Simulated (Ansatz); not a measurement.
# Cs on V(100): change of the work function, part 4 of 4

How does one ordered layer of Cs (hollow site) change the work function of V(100), and what dipole does each adsorbate carry?

Ansatz 0.2.0; plane-wave DFT, PBE-D3(BJ), Ansatz PAW.

So far, work function, upper face (eV): step 2 (the clean slab) 3.71; step 3 (the covered slab) 1.61; step 5 (the slab at 0.25 ML, atoms frozen) 1.62; step 6 (the substrate of the 0.25 ML cell alone) 3.72; step 7 (the adsorbate layer of the 0.25 ML cell alone) 2.15.

## Step 9: The same run with other settings

This step: plane-wave DFT, PBE-D3(BJ), Ansatz PAW (Ansatz 0.2.0).

System of this step: V(100). The cell holds 5 atoms: 5 V. Its edges and angles: a = 3.020 Å, b = 3.020 Å, c = 24.040 Å, α = 90.0°, β = 90.0°, γ = 90.0°. Vacuum lies along c.

A run with a changed input: it repeats the earlier run at 0 ML with scf.occupations.method from fermi_dirac to methfessel_paxton, scf.occupations.width from 0.1 to 0.005 and kpoints.mp_grid.grid from [10, 10, 1] to [12, 12, 1].

File input.yaml:

```yaml
crystal:
  lattice:
    - [3.02, 0.0, 0.0]
    - [0.0, 3.02, 0.0]
    - [0.0, 0.0, 24.04]
  atoms:
    - { symbol: V, position: [0.0, 0.0, 0.3743760399] }
    - { symbol: V, position: [0.5, 0.5, 0.43718802] }
    - { symbol: V, position: [0.0, 0.0, 0.5] }
    - { symbol: V, position: [0.5, 0.5, 0.56281198] }
    - { symbol: V, position: [0.0, 0.0, 0.6256239601] }
kpoints:
  mp_grid: { grid: [12, 12, 1] }
hamiltonian:
  xc: pbe
  dispersion: d3bj
scf:
  occupations: { method: methfessel_paxton, width: 0.005 }
  convergence: { dr2_threshold: 1.0e-08 }
efield:
  axis: 3
  dipole_correction: true
  ramp_position: 0.97
  ramp_width: 0.06
relax:
  f_tol: 0.02
  max_steps: 60
  constraints: [{ sites: [0, 1] }]
output:
  write_potential: true
  write_density: true
  volumetric_format: npy
```

The run is started by

```console
ansatz run input.yaml --threads 4 --pin off --max-ram 6144MiB --backend cpu --events-out ev --progress --plain --runs-dir out
```

Numbers of over 12 decimals in the logs are rounded to 6 here.

Output:

```text
[...]
Crystal: 5 atoms, lattice volume = 219.254 Å³
Basis set: ecut = 420 eV, 4241 PW (Γ), exchange–correlation on 48×48×324 points (8 copies of the dense FFT grid, shifted against one another)
Bands: 39, of which v1, the nominal top of the filled ones, is band 33 counted from 1 (32 counted from 0)
Symmetry: 8 space group operations
k-points: 28 of 144
[...]
SCF iter   1: F=—  HF=-14561.272056 eV  |F-HF|=—  |Δ(HF+E_count)|=         —  Δρ=7.30e-3  dr2=1.11e-1  ethr=1.77e-3  p=0.000 e·Å  D=2.72e-13 V/Å  ΔV_dip=-0.00 eV  dr2_dipole=1.24e-7  V_vac-E_F(+/−)=3.84/3.84 eV  ⟨swp⟩=8.8  Hψ=4706  notcnv=0
[...]
SCF iter  15: F=-14561.262274 eV  HF=-14561.262274 eV  |F-HF|=2.18e-8  |Δ(HF+E_count)|=   7.92e-9  S|Δr|=    0.00e0  Δρ=1.34e-6  dr2=5.67e-9  ethr=1.54e-11  p=-0.000 e·Å  D=-1.84e-7 V/Å  ΔV_dip=0.00 eV  dr2_dipole=1.87e-10  V_vac-E_F(+/−)=3.89/3.89 eV  ⟨swp⟩=8.1  Hψ=6501  notcnv=0
SCF 1 converged in 15 iterations: F = -14561.262274 eV  dr2 = 5.67e-9
[...]
relax step   1: F+E_penalty+E_count = -14561.26227450 eV  Δ(F+E_penalty+E_count) = +0.000e0 eV  max|allowed force component| = 1.463e0 eV/Å  Δτ_max = 0.0000 Å  (15 SCF iters, accepted)
[...]
SCF iter   1: F=—  HF=-14561.627625 eV  |F-HF|=—  |Δ(HF+E_count)|=         —  Δρ=2.35e-2  dr2=3.47e0  ethr=3.10e-3  p=-0.000 e·Å  D=-3.97e-7 V/Å  ΔV_dip=0.00 eV  dr2_dipole=7.67e-5  V_vac-E_F(+/−)=3.99/3.99 eV  ⟨swp⟩=4.5  Hψ=2754  notcnv=0
[...]
SCF iter  14: F=-14561.458786 eV  HF=-14561.458786 eV  |F-HF|=2.80e-10  |Δ(HF+E_count)|=   2.09e-9  S|Δr|=    0.00e0  Δρ=2.48e-7  dr2=3.89e-10  ethr=1.54e-11  p=0.009 e·Å  D=7.24e-3 V/Å  ΔV_dip=-0.17 eV  dr2_dipole=5.48e-11  V_vac-E_F(+/−)=3.72/3.89 eV  ⟨swp⟩=9.0  Hψ=5915  notcnv=0
SCF 2 converged in 14 iterations: F = -14561.458786 eV  dr2 = 3.89e-10
[...]
relax step   2: F+E_penalty+E_count = -14561.45878619 eV  Δ(F+E_penalty+E_count) = -1.965e-1 eV  max|allowed force component| = 5.802e-1 eV/Å  Δτ_max = 0.1946 Å  (14 SCF iters, accepted)
SCF iter   1: F=—  HF=-14561.711125 eV  |F-HF|=—  |Δ(HF+E_count)|=         —  Δρ=2.54e-2  dr2=6.66e0  ethr=3.10e-3  p=0.009 e·Å  D=7.24e-3 V/Å  ΔV_dip=-0.17 eV  dr2_dipole=3.46e-1  V_vac-E_F(+/−)=3.79/3.96 eV  ⟨swp⟩=4.8  Hψ=2915  notcnv=0  defer=1
[...]
SCF iter  17: F=-14561.503897 eV  HF=-14561.503897 eV  |F-HF|=5.40e-9  |Δ(HF+E_count)|=   1.41e-8  S|Δr|=    0.00e0  Δρ=7.42e-7  dr2=4.09e-9  ethr=1.54e-11  p=0.009 e·Å  D=7.55e-3 V/Å  ΔV_dip=-0.18 eV  dr2_dipole=7.31e-10  V_vac-E_F(+/−)=3.67/3.85 eV  ⟨swp⟩=9.3  Hψ=6216  notcnv=0
SCF 3 converged in 17 iterations: F = -14561.503897 eV  dr2 = 4.09e-9
relax step   3: F+E_penalty+E_count = -14561.50389741 eV  Δ(F+E_penalty+E_count) = -4.511e-2 eV  max|allowed force component| = 1.689e-1 eV/Å  Δτ_max = 0.1864 Å  (17 SCF iters, accepted)
[...]
relax step   4: F+E_penalty+E_count = -14561.50726547 eV  Δ(F+E_penalty+E_count) = -3.368e-3 eV  max|allowed force component| = 3.708e-2 eV/Å  Δτ_max = 0.0406 Å  (14 SCF iters, accepted)
SCF iter   1: F=—  HF=-14561.507603 eV  |F-HF|=—  |Δ(HF+E_count)|=         —  Δρ=1.16e-3  dr2=2.12e-2  ethr=2.45e-4  p=0.009 e·Å  D=7.56e-3 V/Å  ΔV_dip=-0.18 eV  dr2_dipole=5.46e-3  V_vac-E_F(+/−)=3.66/3.84 eV  ⟨swp⟩=2.0  Hψ=1638  notcnv=0  defer=52
[...]
SCF iter  13: F=-14561.507351 eV  HF=-14561.507351 eV  |F-HF|=2.78e-9  |Δ(HF+E_count)|=   4.52e-9  S|Δr|=    0.00e0  Δρ=8.83e-7  dr2=4.33e-9  ethr=1.54e-11  p=0.009 e·Å  D=7.62e-3 V/Å  ΔV_dip=-0.18 eV  dr2_dipole=7.60e-11  V_vac-E_F(+/−)=3.66/3.85 eV  ⟨swp⟩=9.2  Hψ=5916  notcnv=0
SCF 5 converged in 13 iterations: F = -14561.507351 eV  dr2 = 4.33e-9
relax step   5: F+E_penalty+E_count = -14561.50735112 eV  Δ(F+E_penalty+E_count) = -8.565e-5 eV  max|allowed force component| = 3.307e-3 eV/Å  Δτ_max = 0.0054 Å  (13 SCF iters, accepted)
[...]
WARN: The input density's exchange-correlation potential varies sharply where the density is thin. Do not read a vacuum level from v_tot or v_xc, or from such a field of the output density. On a cell that repeats whose density bears no net charge and no dipole along the vacuum's axis use v_es (v_loc + v_h of the components); under efield.dipole_correction with no amplitude use v_es + v_field, which holds any external [...]
SCF converged after 13 iterations
Stability not checked: this state was not tested for a lower state beside it, because cold or Methfessel-Paxton smearing, or corrected tetrahedra, fill the levels in a way that the test cannot read (fill_not_monotonic; see scf.lower_state_search)
Free energy (F): -14561.507351 eV
[...]
Internal energy: -14561.507321 eV  (E = F + TS)
E sigma→0 (E₀):  -14561.507344 eV
Entropy (-TS):   -0.000030 eV (-0.006 meV/atom)
Fermi energy:    2.673432 eV
Dipole field:    D = 0.007613 V/Å  (p = 0.009225 e·Å, saw-weighted, corrected)
Work function:   Φ+ = 3.6645 eV   Φ− = 3.8475 eV
[...]
--- Forces (eV/Å), atoms counted from 1 ---
  atom   1  V      0.00000000     0.00000000     1.45665505
  atom   2  V     -0.00000000    -0.00000000    -1.45693776
  atom   3  V      0.00000000    -0.00000000     0.00162080
  atom   4  V      0.00000000     0.00000000     0.00194793
  atom   5  V     -0.00000000     0.00000000    -0.00330714
  max |Σ_I F_I| component: 2.11e-5 eV/Å
--- Band table (eV; the first three rows and the last of 28) ---
  k-point 0: bands = [... 29 lower, 2.7640, 2.7764, 2.9168, 2.9168, 3.0878, 3.0878, 3.2814, 3.2814, ... 2 higher]
  k-point 1: bands = [... 29 lower, 2.5748, 2.7174, 2.7690, 2.9632, 2.9867, 3.0947, 3.1845, 3.3658, ... 2 higher]
  k-point 2: bands = [... 29 lower, 2.3455, 2.4007, 2.6143, 2.8577, 3.0114, 3.0518, 3.3263, 3.6440, ... 2 higher]
  k-point 27: bands = [... 29 lower, 1.7550, 1.7550, 2.4029, 2.4029, 4.1732, 4.2201, 4.3744, 4.3744, ... 2 higher]
--- Relaxed structure (5 steps of the walk, 5 accepted, 0 SCFs on fresh bases) ---
  F+E_penalty+E_count = -14561.50735112 eV   max|allowed force component| = 3.307e-3 eV/Å
  atoms:
    - { symbol: V, position: [0.0, 0.0, 0.3743760399] }
    - { symbol: V, position: [0.500000, 0.500000, 0.437188] }
    - { symbol: V, position: [-5.1867584908468025e-18, 0, 0.496646] }
    - { symbol: V, position: [0.500000, 0.500000, 0.559138] }
    - { symbol: V, position: [-2.2566640963395105e-17, 0.0, 0.611033] }
```

It took 36 s on 4 threads of Arm Neoverse V2, shared host; peak memory 0.56 GiB.

Relaxation path:

```
step  energy less that of the first step (eV)  largest force component (eV/Å)
   1                                   0.0000                          1.4633
   2                                  -0.1965                          0.5802
   3                                  -0.2416                          0.1689
   4                                  -0.2450                          0.0371
   5                                  -0.2451                          0.0033
```

Forces are held to the 8 operations that the run works with; a distortion that breaks them can't arise in this run.

The atoms that moved most (Å):

```
atom     dx     dy      dz  length
  V5  0.000  0.000  -0.351   0.351
  V4  0.000  0.000  -0.088   0.088
  V3  0.000  0.000  -0.081   0.081
```

The relaxed structure:

```cif
data_structure
_symmetry_space_group_name_H-M 'P 1'
_symmetry_Int_Tables_number 1
_cell_length_a 3.0200
_cell_length_b 3.0200
_cell_length_c 24.0400
_cell_angle_alpha 90.000
_cell_angle_beta 90.000
_cell_angle_gamma 90.000
_cell_volume 219.25
loop_
_atom_site_label
_atom_site_type_symbol
_atom_site_fract_x
_atom_site_fract_y
_atom_site_fract_z
_atom_site_occupancy
V1 V 0.00000 0.00000 0.37438 1
V2 V 0.50000 0.50000 0.43719 1
V3 V 0.00000 0.00000 0.49665 1
V4 V 0.50000 0.50000 0.55914 1
V5 V 0.00000 0.00000 0.61103 1
```

This step gave:

```yaml
work_function_upper_face: 3.664 eV
work_function_lower_face: 3.847 eV
dipole_along_the_normal: 0.009225 e·Å
step_between_the_vacuum_levels: -0.1830 eV
```

```
                      quantity  this run  earlier run  difference
work function, upper face (eV)     3.664        3.712      -0.048
work function, lower face (eV)     3.847        3.829       0.019
 dipole along the normal (e·Å)  0.009225     0.005857      0.0034
```

What moves beyond 0.01 in its unit (for the dipole 0.5 % and 5e-5 e·Å): dipole along the normal (+0.00337 e·Å), work function, upper face (-0.0479 eV) and work function, lower face (+0.0189 eV).

## Step 10: Outcome

| Quantity | Value |
| --- | --- |
| work function of the clean face | 3.71 eV |
| work function at 0.25 ML | 1.61 eV |
| dipole per adsorbate at 0.25 ML, positive end outwards | 2.03 D |
| step of the potential from the moved charge at 0.25 ML, upper less lower side, atoms held | -2.10 eV |

What this shows: Cs lowers the work function of V(100) at the lowest coverage, by 2.10 eV: the adsorbate layer has its positive end outwards. One coverage alone was completed, so no trend follows. The slab has 5 layers, at the tabulated experimental lattice constant, one starting site was run, and quantum-size effects of a slab this thin can reach one or two tenths of an eV. The main runs have no spin polarisation; a magnetic state could lie lower and would change these results.

[Logs are printed without paths, hosts, clocks, repeated set-up lines and the standing remarks that a program may print on its own settings, such as how far it seeks lower states.]

[Hosts, paths, dates, database ids (printed as entryN), source tags and the programs' standing remarks are cut or masked in the printed files.]

[Maps of the electrostatic potential energy from Ansatz leave out the sawtooth potential of an applied field or a dipole correction, so their vacuum need not be flat; planar profiles and work functions include it.]
